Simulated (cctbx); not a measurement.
**Accept or mend?**

Cell a = 5.8690 Å, b = 5.8690 Å, c = 8.2250 Å, α = 90.00°, β = 90.00°, γ = 120.00°; space group P6_3/mmc (no. 194).

The data are simulated with cctbx, not measured: Mo Kα, λ = 0.71073 Å, to d = 0.84 Å, 50 % of the full sphere, strongest reflection 5000 counts, noise from counting, a 3 % proportional error and a noise floor of 2 counts (s.d.); no absorption.

An anisotropic refinement with weights 1/σ² prints:

```text
Rint 0.037, 101 unique reflections to 0.84 A
cycle     R1     wR2    GooF  max shift (A)
   1  0.3613  0.6286  23.306   0.00000
   2  0.3542  0.5910  21.913   0.00000
final R1 0.3542 wR2 0.5910 GooF 21.912  parameters 4  data/parameter 25.2
atom        x        y        z      Ueq    occ   su(xyz)  su(Uiso or U11)
Ce1    0.00000  0.00000  0.00000  -0.0108  1.000  0.00000  0.0057  NPD
Cs1    0.33333  0.66667  0.25000   0.0026  1.000  0.00000  0.0066  NPD
difference map: max 105.24 min -26.74 rms 5.90
Q1    0.3333  0.6667  0.7500    2  105.24  3.39 A from Cs1
Q2    0.0000  0.0000  0.0000    2   95.56  0.00 A from Ce1
Q3    0.3333  0.6667  0.2500    2   56.43  0.00 A from Cs1
Q4    0.3333  0.6667  0.0013    4   29.63  2.05 A from Cs1
Q5    0.1189  0.4861  0.7068   24    3.56  2.37 A from Cs1
Q6    0.2171  0.4343  0.6986   12    3.19  2.75 A from Ce1
```

**Question.** Can this result stand? If not, what is the likely fault?

Mend it. The fault: an atom left out, Fe at (1/3, 2/3, 3/4). Against the right model at the same level, R1 goes from 0.0113 to 0.3542 and GooF from 1.00 to 21.91, the top difference peak, 105.2 e/Å³, lies 3.39 Å from Cs1 and Ce1 and Cs1 go non-positive-definite. Q1 is the missing atom. With scattering power missing, scale and phases suffer, so peaks may also grow on the heavy atoms.

The compound is CsCeFe. The right model at the same level gives:

```text
Rint 0.037, 101 unique reflections to 0.84 A
cycle     R1     wR2    GooF  max shift (A)
   1  0.0198  0.0479   1.795   0.00000
   2  0.0113  0.0266   0.996   0.00000
final R1 0.0113 wR2 0.0266 GooF 0.996  parameters 6  data/parameter 16.8
atom        x        y        z      Ueq    occ   su(xyz)  su(Uiso or U11)
Ce1    0.00000  0.00000  0.00000   0.0032  1.000  0.00000  0.0002
Cs1    0.33333  0.66667  0.25000   0.0091  1.000  0.00000  0.0002
Fe1    0.33333  0.66667  0.75000   0.0054  1.000  0.00000  0.0004
difference map: max 0.49 min -0.83 rms 0.12
Q1    0.2587  0.5173  0.1233   12    0.49  1.29 A from Cs1
Q2    0.2715  0.5430  0.5739   12    0.42  1.58 A from Fe1
Q3    0.3333  0.6667  0.0087    4    0.40  1.98 A from Cs1
Q4    0.0000  0.0000  0.0000    2    0.36  0.00 A from Ce1
Q5    0.0360  0.3753  0.5908   24    0.30  2.17 A from Fe1
Q6    0.0752  0.5376  0.5181   12    0.30  2.32 A from Fe1
```

This is a model crystal, built by substitution and not relaxed, with assumed displacement parameters.

[Middle refinement cycles are left out of these outputs.]

[Logs are printed without paths, hosts, clocks, repeated set-up lines and the standing remarks that a program may print on its own settings, such as how far it seeks lower states.]
